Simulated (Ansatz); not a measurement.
# Li3TaO4 (I4/mmm): what size, symmetry and threads cost in G0W0, part 2 of 2

Aim: time one G0W0 calculation on Li3TaO4 (I4/mmm) in larger cells, without symmetry and on fewer threads.

Ansatz 0.2.0; G0W0 on PBEsol, plane waves, PAW. Known limits of the many-body steps: not at the basis limit; no spin-orbit coupling.

So far. Step 7 (8 threads, 4×4×4 mesh): Against the run with 4×4×4 mesh, 78 empty bands, screening to 60 eV, the gap moves by +0.000 eV. Step 8 (16 atoms (2×1×1 cells), 2×4×4 mesh): The gap on the mesh goes from 1.56 eV to 3.24 eV, a correction of +1.68 eV. Between the two edge states, bare exchange in place of the xc potential would open the gap by 10.81 eV, and correlation takes back 9.13 eV.

**9. 32 atoms (2×2×1 cells), 2×2×4 mesh**

input.yaml

```yaml
crystal:
  lattice:
    - [-4.12959, 4.12959, 8.717958]
    - [4.12959, -4.12959, 8.717958]
    - [2.064795, 2.064795, -4.358979]
  atoms:
    - { symbol: Li, position: [0.25, 0.25, 0.0] }
    - { symbol: Li, position: [0.125, 0.375, 0.5] }
    - { symbol: Li, position: [0.375, 0.125, 0.5] }
    - { symbol: Ta, position: [0.0, 0.0, 0.0] }
    - { symbol: O, position: [0.0, 0.25, 0.5] }
    - { symbol: O, position: [0.3889295, 0.3889295, 0.0] }
    - { symbol: O, position: [0.25, 0.0, 0.5] }
    - { symbol: O, position: [0.1110705, 0.1110705, 0.0] }
    - { symbol: Li, position: [0.25, 0.75, 0.0] }
    - { symbol: Li, position: [0.125, 0.875, 0.5] }
    - { symbol: Li, position: [0.375, 0.625, 0.5] }
    - { symbol: Ta, position: [0.0, 0.5, 0.0] }
    - { symbol: O, position: [0.0, 0.75, 0.5] }
    - { symbol: O, position: [0.3889295, 0.8889295, 0.0] }
    - { symbol: O, position: [0.25, 0.5, 0.5] }
    - { symbol: O, position: [0.1110705, 0.6110705, 0.0] }
    - { symbol: Li, position: [0.75, 0.25, 0.0] }
    - { symbol: Li, position: [0.625, 0.375, 0.5] }
    - { symbol: Li, position: [0.875, 0.125, 0.5] }
    - { symbol: Ta, position: [0.5, 0.0, 0.0] }
    - { symbol: O, position: [0.5, 0.25, 0.5] }
    - { symbol: O, position: [0.8889295, 0.3889295, 0.0] }
    - { symbol: O, position: [0.75, 0.0, 0.5] }
    - { symbol: O, position: [0.6110705, 0.1110705, 0.0] }
    - { symbol: Li, position: [0.75, 0.75, 0.0] }
    - { symbol: Li, position: [0.625, 0.875, 0.5] }
    - { symbol: Li, position: [0.875, 0.625, 0.5] }
    - { symbol: Ta, position: [0.5, 0.5, 0.0] }
    - { symbol: O, position: [0.5, 0.75, 0.5] }
    - { symbol: O, position: [0.8889295, 0.8889295, 0.0] }
    - { symbol: O, position: [0.75, 0.5, 0.5] }
    - { symbol: O, position: [0.6110705, 0.6110705, 0.0] }
kpoints:
  mp_grid: { grid: [2, 2, 4] }
hamiltonian:
  xc: pbesol
scf:
  occupations: { method: fixed }
gw:
  n_empty_bands: 312
  ecut_chi: 60.0
  qp_bands: [v1, c1]
  qp_kpoints: band_edges
  screening: { model: contour_deformation }
```

Run with:

```console
$ ansatz run input.yaml --threads 16 --pin off --max-ram 36864MiB --backend cpu --events-out ev --progress --plain --runs-dir out
```

Numbers of over 12 decimals in the logs are rounded to 6 here.

The program printed:

```text
[...]
Crystal: 32 atoms, lattice volume = 297.344 Å³
Basis set: ecut = 420 eV, 5801 PW (Γ)
Bands: 124, of which v1, the nominal top of the filled ones, is band 92 counted from 1 (91 counted from 0)
Symmetry: 16 space group operations
[...]
k-points: 9 of 16
[...]
3    93      9.8591   -13.5834    -4.2574   -19.2250  0.7925    11.2717    11.2434  root
[...]
7    92      7.0719   -25.7221     4.8013   -20.5202  0.7490     6.6687     6.6713  root
     7    93      8.6593   -12.0770    -4.3463   -17.7092  0.8094     9.9649     9.9451  root
     8    92      6.7806   -26.1139     4.9463   -20.6695  0.7538     6.2782     6.2824  root
     8    93     10.6448   -13.8340    -4.5312   -19.8129  0.7829    12.1298    12.0925  root
[key lines of the parts left out:]
SCF converged after 8 iterations
Free energy (F): -50674.166265 eV
Fermi energy:    7.071908 eV
```

The job ended after 69 s (16 threads of Arm Neoverse V2, shared host; peak memory 4.3 GiB; 17 min of CPU time).

Numbers from this step:

* bands summed: 404
* RPA ε∞ on this mesh (eigenvalues): 4.376, 4.544, 4.544
* plane waves in the screening matrix: 321
* G0W0 gap on the mesh: 3.241 eV
* k of the valence top: -0.5, -0.5, 0.25
* k of the conduction bottom: 0, 0, 0
* starting gap on the mesh: 1.561 eV
* least direct G0W0 gap on the computed points: 3.274 eV

The gap on the mesh goes from 1.56 eV to 3.24 eV, a correction of +1.68 eV. Between the two edge states, bare exchange in place of the xc potential would open the gap by 10.81 eV, and correlation takes back 9.13 eV.

**10. 64 atoms (2×2×2 cells), 2×2×2 mesh**

input.yaml

```yaml
crystal:
  lattice:
    - [-4.12959, 4.12959, 8.717958]
    - [4.12959, -4.12959, 8.717958]
    - [4.12959, 4.12959, -8.717958]
  atoms:
    - { symbol: Li, position: [0.25, 0.25, 0.0] }
    - { symbol: Li, position: [0.125, 0.375, 0.25] }
    - { symbol: Li, position: [0.375, 0.125, 0.25] }
    - { symbol: Ta, position: [0.0, 0.0, 0.0] }
    - { symbol: O, position: [0.0, 0.25, 0.25] }
    - { symbol: O, position: [0.3889295, 0.3889295, 0.0] }
    - { symbol: O, position: [0.25, 0.0, 0.25] }
    - { symbol: O, position: [0.1110705, 0.1110705, 0.0] }
    - { symbol: Li, position: [0.25, 0.25, 0.5] }
    - { symbol: Li, position: [0.125, 0.375, 0.75] }
    - { symbol: Li, position: [0.375, 0.125, 0.75] }
    - { symbol: Ta, position: [0.0, 0.0, 0.5] }
    - { symbol: O, position: [0.0, 0.25, 0.75] }
    - { symbol: O, position: [0.3889295, 0.3889295, 0.5] }
    - { symbol: O, position: [0.25, 0.0, 0.75] }
    - { symbol: O, position: [0.1110705, 0.1110705, 0.5] }
    - { symbol: Li, position: [0.25, 0.75, 0.0] }
    - { symbol: Li, position: [0.125, 0.875, 0.25] }
    - { symbol: Li, position: [0.375, 0.625, 0.25] }
    - { symbol: Ta, position: [0.0, 0.5, 0.0] }
    - { symbol: O, position: [0.0, 0.75, 0.25] }
    - { symbol: O, position: [0.3889295, 0.8889295, 0.0] }
    - { symbol: O, position: [0.25, 0.5, 0.25] }
    - { symbol: O, position: [0.1110705, 0.6110705, 0.0] }
    - { symbol: Li, position: [0.25, 0.75, 0.5] }
    - { symbol: Li, position: [0.125, 0.875, 0.75] }
    - { symbol: Li, position: [0.375, 0.625, 0.75] }
    - { symbol: Ta, position: [0.0, 0.5, 0.5] }
    - { symbol: O, position: [0.0, 0.75, 0.75] }
    - { symbol: O, position: [0.3889295, 0.8889295, 0.5] }
    - { symbol: O, position: [0.25, 0.5, 0.75] }
    - { symbol: O, position: [0.1110705, 0.6110705, 0.5] }
    - { symbol: Li, position: [0.75, 0.25, 0.0] }
    - { symbol: Li, position: [0.625, 0.375, 0.25] }
    - { symbol: Li, position: [0.875, 0.125, 0.25] }
    - { symbol: Ta, position: [0.5, 0.0, 0.0] }
    - { symbol: O, position: [0.5, 0.25, 0.25] }
    - { symbol: O, position: [0.8889295, 0.3889295, 0.0] }
    - { symbol: O, position: [0.75, 0.0, 0.25] }
    - { symbol: O, position: [0.6110705, 0.1110705, 0.0] }
    - { symbol: Li, position: [0.75, 0.25, 0.5] }
    - { symbol: Li, position: [0.625, 0.375, 0.75] }
    - { symbol: Li, position: [0.875, 0.125, 0.75] }
    - { symbol: Ta, position: [0.5, 0.0, 0.5] }
    - { symbol: O, position: [0.5, 0.25, 0.75] }
    - { symbol: O, position: [0.8889295, 0.3889295, 0.5] }
    - { symbol: O, position: [0.75, 0.0, 0.75] }
    - { symbol: O, position: [0.6110705, 0.1110705, 0.5] }
    - { symbol: Li, position: [0.75, 0.75, 0.0] }
    - { symbol: Li, position: [0.625, 0.875, 0.25] }
    - { symbol: Li, position: [0.875, 0.625, 0.25] }
    - { symbol: Ta, position: [0.5, 0.5, 0.0] }
    - { symbol: O, position: [0.5, 0.75, 0.25] }
    - { symbol: O, position: [0.8889295, 0.8889295, 0.0] }
    - { symbol: O, position: [0.75, 0.5, 0.25] }
    - { symbol: O, position: [0.6110705, 0.6110705, 0.0] }
    - { symbol: Li, position: [0.75, 0.75, 0.5] }
    - { symbol: Li, position: [0.625, 0.875, 0.75] }
    - { symbol: Li, position: [0.875, 0.625, 0.75] }
    - { symbol: Ta, position: [0.5, 0.5, 0.5] }
    - { symbol: O, position: [0.5, 0.75, 0.75] }
    - { symbol: O, position: [0.8889295, 0.8889295, 0.5] }
    - { symbol: O, position: [0.75, 0.5, 0.75] }
    - { symbol: O, position: [0.6110705, 0.6110705, 0.5] }
kpoints:
  mp_grid: { grid: [2, 2, 2] }
hamiltonian:
  xc: pbesol
scf:
  occupations: { method: fixed }
gw:
  n_empty_bands: 624
  ecut_chi: 60.0
  qp_bands: [v1, c1]
  qp_kpoints: band_edges
  screening: { model: contour_deformation }
```

The program printed:

```text
[...]
Crystal: 64 atoms, lattice volume = 594.687 Å³
Basis set: ecut = 420 eV, 11625 PW (Γ)
Bands: 248, of which v1, the nominal top of the filled ones, is band 184 counted from 1 (183 counted from 0)
Symmetry: 128 space group operations
[...]
k-points: 4 of 8
[...]
1   184      6.9395   -25.2460     4.7120   -20.1054  0.7464     6.5079     6.5110  root
     1   185     10.6448   -13.8340    -4.5312   -19.8129  0.7829    12.1299    12.0926  root
     2   184      6.9672   -26.2448     4.9180   -20.8730  0.7538     6.5100     6.5133  root
     2   185      9.8591   -13.5834    -4.2573   -19.2250  0.7926    11.2718    11.2435  root
     3   184      7.0719   -25.7221     4.8012   -20.5202  0.7490     6.6686     6.6712  root
     3   185      8.6593   -12.0770    -4.3462   -17.7092  0.8094     9.9650     9.9452  root
[key lines of the parts left out:]
SCF converged after 8 iterations
Free energy (F): -101348.332529 eV
Fermi energy:    7.071907 eV
```

The job ended after 2.4 min (16 threads; peak memory 9.5 GiB).

This step gave:

```
bands summed                                 : 808
RPA ε∞ on this mesh (eigenvalues)            : 4.376, 4.544, 4.544
plane waves in the screening matrix          : 647
G0W0 gap on the mesh                         : 3.241 eV
k of the valence top                         : -0.5, -0.5, -0.5
k of the conduction bottom                   : 0, 0, 0
starting gap on the mesh                     : 1.561 eV
least direct G0W0 gap on the computed points : 3.274 eV
```

The gap on the mesh goes from 1.56 eV to 3.24 eV, a correction of +1.68 eV. Between the two edge states, bare exchange in place of the xc potential would open the gap by 10.81 eV, and correlation takes back 9.13 eV.

**11. 128 atoms (4×2×2 cells), 1×2×2 mesh**

input.yaml

```yaml
crystal:
  lattice:
    - [-8.25918, 8.25918, 17.435916]
    - [4.12959, -4.12959, 8.717958]
    - [4.12959, 4.12959, -8.717958]
  atoms:
    - { symbol: Li, position: [0.125, 0.25, 0.0] }
    - { symbol: Li, position: [0.0625, 0.375, 0.25] }
    - { symbol: Li, position: [0.1875, 0.125, 0.25] }
    - { symbol: Ta, position: [0.0, 0.0, 0.0] }
    - { symbol: O, position: [0.0, 0.25, 0.25] }
    - { symbol: O, position: [0.19446475, 0.3889295, 0.0] }
    - { symbol: O, position: [0.125, 0.0, 0.25] }
    - { symbol: O, position: [0.05553525, 0.1110705, 0.0] }
    - { symbol: Li, position: [0.125, 0.25, 0.5] }
    - { symbol: Li, position: [0.0625, 0.375, 0.75] }
    - { symbol: Li, position: [0.1875, 0.125, 0.75] }
    - { symbol: Ta, position: [0.0, 0.0, 0.5] }
    - { symbol: O, position: [0.0, 0.25, 0.75] }
    - { symbol: O, position: [0.19446475, 0.3889295, 0.5] }
    - { symbol: O, position: [0.125, 0.0, 0.75] }
    - { symbol: O, position: [0.05553525, 0.1110705, 0.5] }
    - { symbol: Li, position: [0.125, 0.75, 0.0] }
    - { symbol: Li, position: [0.0625, 0.875, 0.25] }
    - { symbol: Li, position: [0.1875, 0.625, 0.25] }
    - { symbol: Ta, position: [0.0, 0.5, 0.0] }
    - { symbol: O, position: [0.0, 0.75, 0.25] }
    - { symbol: O, position: [0.19446475, 0.8889295, 0.0] }
    - { symbol: O, position: [0.125, 0.5, 0.25] }
    - { symbol: O, position: [0.05553525, 0.6110705, 0.0] }
    - { symbol: Li, position: [0.125, 0.75, 0.5] }
    - { symbol: Li, position: [0.0625, 0.875, 0.75] }
    - { symbol: Li, position: [0.1875, 0.625, 0.75] }
    - { symbol: Ta, position: [0.0, 0.5, 0.5] }
    - { symbol: O, position: [0.0, 0.75, 0.75] }
    - { symbol: O, position: [0.19446475, 0.8889295, 0.5] }
[... 92 atom lines left out ...]
    - { symbol: Li, position: [0.9375, 0.625, 0.75] }
    - { symbol: Ta, position: [0.75, 0.5, 0.5] }
    - { symbol: O, position: [0.75, 0.75, 0.75] }
    - { symbol: O, position: [0.94446475, 0.8889295, 0.5] }
    - { symbol: O, position: [0.875, 0.5, 0.75] }
    - { symbol: O, position: [0.80553525, 0.6110705, 0.5] }
kpoints:
  mp_grid: { grid: [1, 2, 2] }
hamiltonian:
  xc: pbesol
scf:
  occupations: { method: fixed }
gw:
  n_empty_bands: 1248
  ecut_chi: 60.0
  qp_bands: [v1, c1]
  qp_kpoints: band_edges
  screening: { model: contour_deformation }
```

The program printed:

```text
[...]
Crystal: 128 atoms, lattice volume = 1189.375 Å³
Basis set: ecut = 420 eV, 23231 PW (Γ)
Bands: 496, of which v1, the nominal top of the filled ones, is band 368 counted from 1 (367 counted from 0)
Symmetry: 64 space group operations
[...]
k-points: 3 of 4
[...]
0   369      8.6328   -12.0351    -4.3288   -17.6443  0.8098     9.9325     9.9131  root
     1   368      6.9672   -26.2448     4.9181   -20.8730  0.7538     6.5102     6.5135  root
     1   369      9.8591   -13.5834    -4.2563   -19.2250  0.7926    11.2728    11.2444  root
     2   368      7.0719   -25.7221     4.8010   -20.5202  0.7490     6.6685     6.6710  root *
     2   369      8.6593   -12.0770    -4.3453   -17.7092  0.8094     9.9660     9.9462  root *
[key lines of the parts left out:]
SCF converged after 8 iterations
Free energy (F): -202696.665058 eV
Fermi energy:    7.071916 eV
```

Wall time 15 min (16 threads); peak memory 31 GiB; 3.7 h of CPU time.

This step gave:

```
bands summed                                 : 1616
RPA ε∞ on this mesh (eigenvalues)            : 4.376, 4.544, 4.544
plane waves in the screening matrix          : 1271
G0W0 gap on the mesh                         : 3.242 eV
k of the valence top                         : 0, -0.5, -0.5
k of the conduction bottom                   : 0, 0, 0
starting gap on the mesh                     : 1.561 eV
least direct G0W0 gap on the computed points : 3.275 eV
```

The gap on the mesh goes from 1.56 eV to 3.24 eV, a correction of +1.68 eV. Between the two edge states, bare exchange in place of the xc potential would open the gap by 10.81 eV, and correlation takes back 9.13 eV.

**12. The runs together**

A supercell on the folded mesh samples the same points as the primitive cell, so the gap should stay. Times are wall times on shared hardware, named with each run.

```
                    run   mesh  irreducible k  bands  screening plane waves  threads  gap (eV)     time  CPU time  host memory (GiB)
  8 atoms (1×1×1 cells)  4×4×4             13    101                     77       16     3.240      5 s      53 s               0.65
            no symmetry  4×4×4             36    101                     77       16     3.240     28 s   5.3 min                1.1
               1 thread  4×4×4             13    101                     77        1     3.240     35 s      35 s               0.35
              2 threads  4×4×4             13    101                     77        2     3.240     19 s      36 s               0.35
              4 threads  4×4×4             13    101                     77        4     3.240     11 s      38 s               0.40
              8 threads  4×4×4             13    101                     77        8     3.240    6.7 s      43 s               0.51
 16 atoms (2×1×1 cells)  2×4×4             14    202                    157       16     3.240     22 s     5 min                1.9
 32 atoms (2×2×1 cells)  2×2×4              9    404                    321       16     3.241     69 s    17 min                4.3
 64 atoms (2×2×2 cells)  2×2×2              4    808                    647       16     3.241  2.4 min    35 min                9.5
128 atoms (4×2×2 cells)  1×2×2              3   1616                   1271       16     3.242   15 min     3.7 h                 31
```

**13. What came out**

| Item | Value |
| --- | --- |
| 8 atoms (1×1×1 cells) | 5 s, gap 3.24 eV |
| no symmetry | 28 s, gap 3.24 eV |
| 1 thread | 35 s, gap 3.24 eV |
| 2 threads | 19 s, gap 3.24 eV |
| 4 threads | 11 s, gap 3.24 eV |
| 8 threads | 6.7 s, gap 3.24 eV |
| 16 atoms (2×1×1 cells) | 22 s, gap 3.24 eV |
| 32 atoms (2×2×1 cells) | 69 s, gap 3.24 eV |
| 64 atoms (2×2×2 cells) | 2.4 min, gap 3.24 eV |
| 128 atoms (4×2×2 cells) | 15 min, gap 3.24 eV |

In words: From 8 to 128 atoms the gap stays within 0.002 eV, while the time grows 184-fold. Over the last step it grows as about the power 2.6 of the size; fewer k points offset part of the fourth-power cost of the screening. Without symmetry the mesh holds 36 points in place of 13, the run takes 5.6 times as long and the gap changes by +0.000 eV. Going from 1 to 16 threads speeds the run 7.1-fold, an efficiency of about 44 %. The host was shared, so single times are good to a factor of about two.

[Paths, hosts, dates, memory and timing lines, banners, echoed tables and standing remarks are left out of the program output.]

[Logs are printed without paths, hosts, clocks, repeated set-up lines and the standing remarks that a program may print on its own settings, such as how far it seeks lower states.]

[Runs of the session that timed out or met a known fault of the program may be left out.]

[Cells called generated may have been cut or substituted from an entry of the Crystallography Open Database or the Materials Project.]

[Hosts, paths, dates, database ids (printed as entryN), source tags and the programs' standing remarks are cut or masked in the printed files.]
